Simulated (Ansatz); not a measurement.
**LaZn3P3 (P6_3/mmc): band gap by G0W0 on r2SCAN**

Aim: the quasiparticle gap of LaZn3P3 (P6_3/mmc), starting from r2SCAN.

Main program and level: Ansatz 0.2.0; r2SCAN, then G0W0 on it, plane waves, PAW.

**The experiments to reproduce.**

- Gap 0.4 eV: indirect optical gap from Kubelka-Munk plot (m=2); UV-Vis diffuse reflectance; powder (polycrystalline, solid-state reaction) (“Photoinduced Kondo effect in CeZn3P3”, 2015, arxiv:1509.04909).

### 1. The structure

Symmetry: P6_3/mmc, No. 194, hexagonal system. The conventional cell has a = 4.049 Å, b = 4.049 Å, c = 20.184 Å, α = 90.00°, β = 90.00°, γ = 120.00°. La has 6 P at 2.96 Å nearest. Nearest to Zn lie 3 P at 2.34 Å. Nearest to Zn lie 4 P at 2.40 to 2.48 Å. P has 3 Zn at 2.48 Å and 3 La at 2.96 Å nearest. Nearest to P lie 5 Zn at 2.34 to 2.40 Å. Farther neighbours are not listed.

The cell and positions are those that the Materials Project relaxed with its own functionals (PBE, PBE+U or r2SCAN), kept fixed. Spin-orbit coupling is left out unless a step names it.

The logs state that the PAW files were generated under PBE.

### 2. Bands along the symmetry lines

Levels along a band path and on the mesh show where this functional puts the band edges.

This step: DFT, r2SCAN, plane waves, PAW; PAW set soft_1.

File input.yaml:

```yaml
crystal:
  lattice:
    - [4.049012186, 0.0, 0.0]
    - [-2.024506093, 3.5065474133, 0.0]
    - [0.0, 0.0, 20.18381147]
  atoms:
    - { symbol: La, position: [0.0, 0.0, 0.5] }
    - { symbol: La, position: [0.0, 0.0, 0.0] }
    - { symbol: Zn, position: [0.66666667, 0.33333333, 0.25] }
    - { symbol: Zn, position: [0.33333333, 0.66666667, 0.75] }
    - { symbol: Zn, position: [0.66666667, 0.33333333, 0.63115875] }
    - { symbol: Zn, position: [0.33333333, 0.66666667, 0.36884125] }
    - { symbol: Zn, position: [0.33333333, 0.66666667, 0.13115875] }
    - { symbol: Zn, position: [0.66666667, 0.33333333, 0.86884125] }
    - { symbol: P, position: [0.66666667, 0.33333333, 0.08963959] }
    - { symbol: P, position: [0.33333333, 0.66666667, 0.91036041] }
    - { symbol: P, position: [0.33333333, 0.66666667, 0.58963959] }
    - { symbol: P, position: [0.66666667, 0.33333333, 0.41036041] }
    - { symbol: P, position: [0.66666667, 0.33333333, 0.75] }
    - { symbol: P, position: [0.33333333, 0.66666667, 0.25] }
kpoints:
  mp_grid: { grid: [6, 6, 2] }
  band_path:
    path:
      - [[0.0, 0.0, 0.0], [0.5, 0.0, 0.0], [0.33333333, 0.33333333, 0.0], [0.0, 0.0, 0.0], [0.0, 0.0, 0.5], [0.5, 0.0, 0.5], [0.33333333, 0.33333333, 0.5], [0.0, 0.0, 0.5]]
      - [[0.5, 0.0, 0.5], [0.5, 0.0, 0.0]]
      - [[0.33333333, 0.33333333, 0.5], [0.33333333, 0.33333333, 0.0]]
    npoints: 10
hamiltonian:
  xc: r2scan
  pseudopotentials: { kind: paw, azcp: { folder: soft_1 } }
scf:
  occupations: { method: fermi_dirac, width: 0.02 }
  n_extra_bands: 8
output:
  eigenvalues: true
  write_density: true
  write_potential: true
  elf: true
  volumetric_format: npy
```

The run is started by

```console
ansatz run input.yaml --threads 3 --pin off --max-ram 92160MiB --backend cuda --events-out ev --progress --plain --runs-dir out --devices 1 --max-vram 13GiB
```

Numbers of over 12 decimals in the logs are rounded to 6 here.

The log of the run:

```text
scf.n_extra_bands = 8 over 62 filled bands (N_el = 124.0): the run solves 70 bands
GPUs: using 1 of 1 available (devices: 1).
Engine: ansatz 0.2.0, x86_64-unknown-linux-gnu
Pseudopotentials: kind: paw
Pseudopotential: La, paw, valence charge 11, recommended cutoff 500 eV (meta_gga), soft_1/La.paw.azcp
Pseudopotential: Zn, paw, valence charge 12, recommended cutoff 500 eV (meta_gga), soft_1/Zn.paw.azcp
Pseudopotential: P, paw, valence charge 5, recommended cutoff 500 eV (meta_gga), soft_1/P.paw.azcp
Functional definition: r2SCAN
  parameter k0 = 0.174
  parameter k1 = 0.065
  parameter a1 = 4.9479
  exchange = r2scan_x(k0 = k0, k1 = k1, a1 = a1)
  correlation = r2scan_c
device memory: the entry about to start is reckoned to put 5.2 GiB on a device that reports 18.2 GiB free (of which the cap on the GPU budget leaves the run 13.0 GiB)
GPU FFT provider: cuFFT
GPU libraries: cuBLAS 13.8.2, cuFFT 12.4.0, cuSOLVER 12.3.4
Crystal: 14 atoms, lattice volume = 286.571 Å³
Basis set: ecut = 500 eV, 7303 PW (Γ), exchange–correlation on 120×120×600 points (64 copies of the dense FFT grid, shifted against one another)
Bands: 70, of which v1, the nominal top of the filled ones, is band 62 counted from 1 (61 counted from 0)
Symmetry: 24 space group operations
Space group: P63/mmc (ITA 194), of the structure as read, at distance tolerance 6.6e-5 Å
k-points: 14 of 72
Non-local potential: La, projectors of the file, l = 0: 3, l = 1: 2, l = 2: 2, l = 3: 3
Non-local potential: Zn, projectors of the file, l = 0: 2, l = 1: 2, l = 2: 3, l = 3: 1
Non-local potential: P, projectors of the file, l = 0: 2, l = 1: 2, l = 2: 1
PAW form: soft (Blöchl's): semilocal exchange-correlation on the pseudo side does not see the compensation charge
PAW frozen core: La, regenerated for the run's functional (the file was generated under x = pbe(κ = 0.804, μ = 0.219515), c = pbe(β = 0.066725))
PAW frozen core: Zn, regenerated for the run's functional (the file was generated under x = pbe(κ = 0.804, μ = 0.219515), c = pbe(β = 0.066725))
PAW frozen core: P, regenerated for the run's functional (the file was generated under x = pbe(κ = 0.804, μ = 0.219515), c = pbe(β = 0.066725))
PAW one-centre angular grid: La, 974 points (default); XC on 160 Gauss nodes
PAW one-centre angular grid: Zn, 590 points (default); XC on 160 Gauss nodes
PAW one-centre angular grid: P, 302 points (default); XC on 160 Gauss nodes
Initial density: superposition of atomic densities (chi_scale 0.1, normalization cell, long waves kept (reshape's long-wave potential 0.53 eV rms))
Initial wavefunctions: pseudopotential atomic-orbital guess
GPU buffer pool allocated for 135000 grid points (all kernels)
GPU transforms: local potential and band sums: pruned to the plane-wave sphere, on 30×30×150
Functional: x = r2scan, c = r2scan; τ floored in thin density (d = 2e-4 eV/Å³)
SCF iter   1: F=—  HF=-37059.656432 eV  |F-HF|=—  |Δ(HF+E_count)|=         —  Δρ=9.09e-2  dr2=2.04e2  dr2_τ=6.11e-1  ethr=3.10e-3  ⟨swp⟩=7.7  Hψ=4850  notcnv=0
preconditioner: auto → Kerker (q_TF=auto, 2.373 Å⁻¹)  [metal: Δε(μ)=0.018 eV  Ē_g=6.551 eV  σ=0.020 eV  W_gap=0.22  n_scr=68 (ndim 8)  ℏωp=24.0 eV  f_vac=0.000  D(μ)=21.73/eV (n_scr^D=268)]
SCF iter   2: F=—  HF=-37051.868758 eV  |F-HF|=—  |Δ(HF+E_count)|=    7.79e0  Δρ=4.93e-2  dr2=1.44e1  dr2_τ=7.64e-1  ethr=3.10e-3  ⟨swp⟩=10.6  Hψ=4338  notcnv=0  defer=10
SCF iter   3: F=—  HF=-37050.612650 eV  |F-HF|=—  |Δ(HF+E_count)|=    1.26e0  Δρ=2.59e-2  dr2=8.80e0  dr2_τ=4.22e-2  ethr=3.10e-3  ⟨swp⟩=4.9  Hψ=2220  notcnv=0  defer=32
SCF iter   4: F=—  HF=-37049.878348 eV  |F-HF|=—  |Δ(HF+E_count)|=   7.34e-1  Δρ=2.18e-2  dr2=3.30e0  dr2_τ=4.29e-2  ethr=3.10e-3  ⟨swp⟩=7.0  Hψ=2716  notcnv=0  defer=38
SCF iter   5: F=—  HF=-37049.514272 eV  |F-HF|=—  |Δ(HF+E_count)|=   3.64e-1  Δρ=1.03e-2  dr2=1.53e0  dr2_τ=8.58e-3  ethr=2.66e-3  ⟨swp⟩=5.3  Hψ=2058  notcnv=0  defer=34
SCF iter   6: F=—  HF=-37049.348835 eV  |F-HF|=—  |Δ(HF+E_count)|=   1.65e-1  Δρ=3.28e-3  dr2=1.67e-1  dr2_τ=2.87e-4  ethr=1.23e-3  ⟨swp⟩=7.5  Hψ=1771  notcnv=0  defer=38
SCF iter   7: F=—  HF=-37049.343332 eV  |F-HF|=—  |Δ(HF+E_count)|=   5.50e-3  Δρ=3.48e-3  dr2=9.02e-2  dr2_τ=6.45e-4  ethr=1.34e-4  ⟨swp⟩=7.1  Hψ=2348  notcnv=0  defer=40
SCF iter   8: F=—  HF=-37049.334084 eV  |F-HF|=—  |Δ(HF+E_count)|=   9.25e-3  Δρ=3.14e-3  dr2=4.88e-2  dr2_τ=3.22e-4  ethr=7.27e-5  ⟨swp⟩=5.3  Hψ=1898  notcnv=0  defer=41
SCF iter   9: F=—  HF=-37049.324500 eV  |F-HF|=—  |Δ(HF+E_count)|=   9.58e-3  Δρ=9.37e-4  dr2=1.90e-2  dr2_τ=6.48e-5  ethr=3.93e-5  ⟨swp⟩=6.1  Hψ=2007  notcnv=0  defer=42
SCF iter  10: F=—  HF=-37049.321298 eV  |F-HF|=—  |Δ(HF+E_count)|=   3.20e-3  Δρ=4.64e-4  dr2=1.70e-3  dr2_τ=6.52e-6  ethr=1.53e-5  ⟨swp⟩=5.9  Hψ=1433  notcnv=0  defer=40
SCF iter  11: F=—  HF=-37049.320896 eV  |F-HF|=—  |Δ(HF+E_count)|=   4.02e-4  Δρ=1.88e-4  dr2=1.25e-4  dr2_τ=3.92e-6  ethr=1.37e-6  ⟨swp⟩=5.2  Hψ=2226  notcnv=0  defer=41
SCF iter  12: F=—  HF=-37049.320837 eV  |F-HF|=—  |Δ(HF+E_count)|=   5.94e-5  Δρ=5.78e-5  dr2=1.60e-5  dr2_τ=2.05e-7  ethr=1.01e-7  ⟨swp⟩=2.2  Hψ=1785  notcnv=0  defer=40
SCF iter  13: F=—  HF=-37049.321025 eV  |F-HF|=—  |Δ(HF+E_count)|=   1.89e-4  Δρ=2.87e-5  dr2=2.33e-6  dr2_τ=2.65e-8  ethr=1.29e-8  ⟨swp⟩=2.6  Hψ=2011  notcnv=0  defer=40
SCF iter  14: F=—  HF=-37049.321026 eV  |F-HF|=—  |Δ(HF+E_count)|=   6.76e-7  Δρ=3.09e-5  dr2=1.49e-6  dr2_τ=1.01e-8  ethr=1.88e-9  ⟨swp⟩=2.6  Hψ=1712  notcnv=0  defer=40
SCF iter  15: F=—  HF=-37049.321025 eV  |F-HF|=—  |Δ(HF+E_count)|=   7.48e-7  Δρ=5.98e-6  dr2=1.11e-7  dr2_τ=1.14e-9  ethr=1.20e-9  ⟨swp⟩=2.0  Hψ=1611  notcnv=0  defer=40
SCF iter  16: F=-37049.321025 eV  HF=-37049.321025 eV  |F-HF|=3.85e-9  |Δ(HF+E_count)|=   3.50e-8  Δρ=2.06e-6  dr2=1.98e-8  dr2_τ=1.65e-10  ethr=8.06e-11  ⟨swp⟩=19.0  Hψ=4743  notcnv=0
SCF 1 converged in 16 iterations: F = -37049.321025 eV  dr2 = 1.98e-8
  greatest PAW one-centre occupation: 0.983 electrons in one spin orbital (limit 2), on the Zn atom at site 3 (counted from 0), in its partial waves of l = 2
device memory: the entry about to start is reckoned to put 3.5 GiB on a device that reports 19.8 GiB free (of which the cap on the GPU budget leaves the run 13.0 GiB)
NSCF: frozen V_eff on 93 k-points
SCF converged after 16 iterations
Free energy (F): -37049.321025 eV
Harris-Foulkes:  -37049.321025 eV  (|F-HF|=3.85e-9)
Internal energy: -37049.321023 eV  (E = F + TS)
E sigma→0 (E₀):  -37049.321024 eV
Entropy (-TS):   -0.000002 eV (-0.000 meV/atom)
Fermi energy:    8.849422 eV
--- Per-component energies (eV) ---
  E_band       = 62.168869
  E_kinetic    = 1661.913175
  E_local      = -13762.657669  (includes V_loc(G=0)·N_el)
  E_nonlocal   = 5309.717116
  E_hartree    = 5309.939445
  E_xc         = -1100.001311
  E_vxc        = -1017.232179  (∫ρ·V_xc dr)
  E_paw        = -25764.758588  (= ΣΔE_a)
  E_vpaw       = -2797.911228  (= ΣTr[D̂ρ^β])
  E_aug_tail   = 0.000424  (compensation charges beyond the density's cutoff)
  E_vtau       = 48.459425  (kinetic-family band-sum trace: ∫τ·v_τ [+ j·A + Jᵃ·Aᵃ] dr)
  E_ewald      = -8701.969307
  E_core_change = -1.504309  (= ΣΔE_core)
  E_smearing   = -0.000002  (= −TS)
  E_closure    = 0.000000  (closes the sum)
  Σ components = -37049.321025   (vs F -37049.321025, Δ=0.00e0)
--- Band table (eV; the first three rows and the last of 14) ---
  k-point 0: bands = [... 58 lower, 8.4756, 8.4756, 8.6636, 8.6636, 10.0197, 10.0524, 10.3582, 10.4189, ... 4 higher]
  k-point 1: bands = [... 58 lower, 8.5749, 8.5749, 8.5749, 8.5749, 10.0361, 10.0361, 10.3782, 10.3782, ... 4 higher]
  k-point 2: bands = [... 58 lower, 7.7379, 7.9202, 8.0824, 8.2870, 9.8568, 9.8826, 10.3674, 10.7022, ... 4 higher]
  k-point 13: bands = [... 58 lower, 6.3773, 6.3773, 6.9615, 6.9615, 10.3996, 10.3996, 10.7237, 10.7237, ... 4 higher]
```

Run time: 11 s. Hardware: 1 × NVIDIA H100 80GB HBM3 (shared by 6 runs) with 3 threads of AMD EPYC 7R13 (Zen 3), shared host; peak memory 1.5 GiB; 16 s of CPU time.

The column dr2 measures how far the density is from self-consistency, as an energy; F and HF (Harris–Foulkes) agree once it is small.

Numbers from this step:

```yaml
filled_bands: 62
gap: 0.3793 eV
valence_top_at: Γ
conduction_bottom_at: M
least_direct_gap: 1.356 eV
```

Over mesh and path the gap is 0.379 eV, from k = Γ to k = (0.500, 0.000, 0.000). The least direct gap found is 1.356 eV, at k = Γ.

Electronic bands along the path, in eV, zero at the top of the highest nominally filled band:

```csv
point,band 59,band 60,band 61,band 62,band 63,band 64,band 65,band 66
Γ,-0.19,-0.19,0.00,0.00,1.36,1.39,1.69,1.76
halfway,-1.26,-1.05,-0.90,-0.68,0.86,1.04,1.87,1.98
M,-1.45,-1.31,-1.28,-1.10,0.38,0.58,1.91,1.91
halfway,-2.06,-1.87,-1.56,-1.22,0.96,1.25,1.99,2.09
K,-2.26,-2.11,-1.70,-1.70,1.83,1.83,1.94,1.94
halfway,-1.48,-1.27,-1.27,-0.87,1.23,1.52,1.56,1.66
Γ,-0.19,-0.19,0.00,0.00,1.36,1.39,1.69,1.76
halfway,-0.16,-0.16,-0.03,-0.03,1.36,1.38,1.70,1.74
A,-0.09,-0.09,-0.09,-0.09,1.37,1.37,1.71,1.71
halfway,-1.17,-1.17,-0.78,-0.78,0.96,0.96,1.91,1.91
L,-1.36,-1.36,-1.23,-1.23,0.50,0.50,1.98,1.98
halfway,-2.08,-2.08,-1.34,-1.34,1.11,1.11,2.03,2.03
H,-2.29,-2.29,-1.70,-1.70,1.74,1.74,2.06,2.06
halfway,-1.52,-1.52,-0.99,-0.99,1.32,1.32,1.67,1.67
A,-0.09,-0.09,-0.09,-0.09,1.37,1.37,1.71,1.71
jump to L,-1.36,-1.36,-1.23,-1.23,0.50,0.50,1.98,1.98
halfway,-1.37,-1.34,-1.32,-1.13,0.42,0.56,1.94,2.01
M,-1.45,-1.31,-1.28,-1.10,0.38,0.58,1.91,1.91
jump to H,-2.29,-2.29,-1.70,-1.70,1.74,1.74,2.06,2.06
halfway,-2.27,-2.16,-1.70,-1.70,1.77,1.77,2.02,2.02
K,-2.26,-2.11,-1.70,-1.70,1.83,1.83,1.94,1.94
```

Valence density in the ac plane at fractional y = 0.333, with atoms of Zn and P within 0.2 Å of it. It is the smooth field of the valence electrons, not physical close to the nuclei.

Ten steps, logarithmic in the rise over the least value, from '0' (0 e/Å³) to '9' (23 e/Å³), each cell a mean:
```
11111000000000
11111000000000
11111113787421
00000013797521
00000011222110
10001122212221
00000122222221
00000011222110
00000023898521
11111112565311
11111000000000
11111000000000
01111001111110
00000122222221
10001122212221
00000001111100
00000000111000
11111123798521
11111113687411
00000000000000
00000011111110
10001122211221
00000112222221
11111000111000
```
Columns run along a (4.0 Å), rows up along c (20.2 Å). Atoms in or near the plane, at fractional coordinates: Zn at (0.67, 0.25), Zn at (0.67, 0.63), Zn at (0.67, 0.87), P at (0.67, 0.09), P at (0.67, 0.41), P at (0.67, 0.75).

ELF in the ac plane at fractional y = 0.333, with atoms of Zn and P within 0.2 Å of it. It is the smooth field of the valence electrons, not physical close to the nuclei.

Ten even steps from '_' (0.01) to '@' (0.82), each cell a mean:
```
::--==--::..____......______
++******++++--::::::::::--==
**##%%%%##++::..______..::--
::------::::....________....
::..__..::--++**********++==
++--::::==%%@@%%==::--##@@@@
++::::::==##@@@@**++++%%@@%%
....____..::--============--
--======--::....________..::
##%%%%%%##++::....__....::==
==========--::::........::--
::--====::..____..::::..____
..::----::..==**@@@@@@%%==::
==::....==##@@@@++==++%%@@%%
++--::::==##@@@@++--==##@@@@
::......::--==**********++--
::--------::..............::
**########++::..________::--
**######**==::..______..::--
::::::::::..................
::......::==**##%%%%%%%%##++
**--::::++%%@@%%--..::**@@@@
--..__..::++%%@@%%####@@@@##
::--====::..::++##%%%%**--..
```
Columns run along a (4.0 Å), rows up along c (20.2 Å). Atoms in or near the plane, at fractional coordinates: Zn at (0.67, 0.25), Zn at (0.67, 0.63), Zn at (0.67, 0.87), P at (0.67, 0.09), P at (0.67, 0.41), P at (0.67, 0.75).

[end of part 1 of 3]

[Paths, hosts, dates, memory and timing lines, banners, echoed tables and standing remarks are left out of the program output.]

[Logs are printed without paths, hosts, clocks, repeated set-up lines and the standing remarks that a program may print on its own settings, such as how far it seeks lower states.]

[Runs of the session that timed out or met a known fault of the program may be left out.]

[Cells called generated may have been cut or substituted from an entry of the Crystallography Open Database or the Materials Project.]

[Hosts, paths, dates, database ids (printed as entryN), source tags and the programs' standing remarks are cut or masked in the printed files.]

[Where an RPA ε∞ is given, it is that of the G0W0 mesh and is not shown converged in it. Names of k-points follow the symmetry that the program found, which can be lower than the space group named. Band edges on a path are those of the sampled points; other points can move an edge, and change direct to indirect where valleys lie close.]

[Hybrid gaps are those of their k-mesh and are not shown converged in it.]
